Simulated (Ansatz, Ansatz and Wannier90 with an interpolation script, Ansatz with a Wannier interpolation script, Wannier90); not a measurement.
Planning a run of Ansatz 0.2.0 on AlN (F-43m). The input:

```yaml
crystal:
  lattice:
    - [0.0, 2.2058334956, 2.2058334956]
    - [2.2058334956, 0.0, 2.2058334956]
    - [2.2058334956, 2.2058334956, 0.0]
  atoms:
    - { symbol: Al, position: [0.0, 0.0, 0.0] }
    - { symbol: "N", position: [0.25, 0.25, 0.25] }
kpoints:
  mp_grid: { grid: [8, 8, 8] }
hamiltonian:
  xc: lda
scf:
  occupations: { method: fixed }
gw:
  n_empty_bands: 98
  ecut_chi: 160.0
  qp_bands: [v3, c1]
  screening: { model: contour_deformation }
```

```sh
ansatz run input.yaml --threads 14 --pin off --max-ram 73728MiB --backend cpu --events-out ev --progress --plain --runs-dir out
```

**Question.** Estimate wall time and host memory on 14 threads of Arm Neoverse V2, shared host.

It took 39 s; on shared hardware allow 19 s to 78 s. Peak host memory was 0.62 GiB. The sizes that set the cost: 411 plane waves a state, 29 irreducible k points, 102 bands summed, 113 plane waves in the screening and 6 SCF cycles.

The screening grows as filled bands × empty bands × pairs of k points, times the square of the screening basis for the matrix.

[Paths, hosts, dates, memory and timing lines, banners, echoed tables and standing remarks are left out of the program output.]

[Logs are printed without paths, hosts, clocks, repeated set-up lines and the standing remarks that a program may print on its own settings, such as how far it seeks lower states.]

[Runs of the session that timed out or met a known fault of the program may be left out.]

[Hosts, paths, dates, database ids (printed as entryN), source tags and the programs' standing remarks are cut or masked in the printed files.]
